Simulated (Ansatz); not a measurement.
An input for Ansatz 0.2.0 (InSe (P-6m2)):

```yaml
crystal:
  lattice:
    - [4.0473293151, 0.0, 0.0]
    - [-2.0236646576, 3.5050900044, 0.0]
    - [0.0, 0.0, 18.05206491]
  atoms:
    - { symbol: In, position: [0.0, 0.0, 0.57739368] }
    - { symbol: In, position: [0.0, 0.0, 0.42260632] }
    - { symbol: In, position: [0.33333333, 0.66666667, 0.92260951] }
    - { symbol: In, position: [0.33333333, 0.66666667, 0.07739049] }
    - { symbol: Se, position: [0.66666667, 0.33333333, 0.85300007] }
    - { symbol: Se, position: [0.66666667, 0.33333333, 0.14699993] }
    - { symbol: Se, position: [0.33333333, 0.66666667, 0.64701572] }
    - { symbol: Se, position: [0.33333333, 0.66666667, 0.35298428] }
kpoints:
  mp_grid: { grid: [6, 6, 1] }
hamiltonian:
  xc: lda
  pseudopotentials: { kind: paw, azcp: { folder: soft_1 }, xc_functional: pbe }
scf:
  occupations: { method: fixed }
gw:
  n_empty_bands: 496
  ecut_chi: 90
  qp_bands: [v2, c2]
  qp_kpoints: band_edges
  screening: { model: contour_deformation }
```

```sh
ansatz run input.yaml --threads 3 --pin off --max-ram 92160MiB --backend cuda --events-out ev --progress --plain --runs-dir out --devices 1 --max-vram 13GiB
```

Q: Estimate wall time and host memory on 1 × NVIDIA H100 80GB HBM3 (shared by 6 runs) with 3 threads of AMD EPYC 7R13 (Zen 3), shared host.

It took 21 s; on shared hardware allow 11 s to 43 s. Peak host memory was 1.8 GiB. The sizes that set the cost: 4981 plane waves a state, 7 irreducible k points, 554 bands summed, 501 plane waves in the screening and 10 SCF cycles.

The screening grows as filled bands × empty bands × pairs of k points, times the square of the screening basis for the matrix.

[Paths, hosts, dates, memory and timing lines, banners, echoed tables and standing remarks are left out of the program output.]

[Logs are printed without paths, hosts, clocks, repeated set-up lines and the standing remarks that a program may print on its own settings, such as how far it seeks lower states.]

[Runs of the session that timed out or met a known fault of the program may be left out.]

[Cells called generated may have been cut or substituted from an entry of the Crystallography Open Database or the Materials Project.]

[Hosts, paths, dates, database ids (printed as entryN), source tags and the programs' standing remarks are cut or masked in the printed files.]
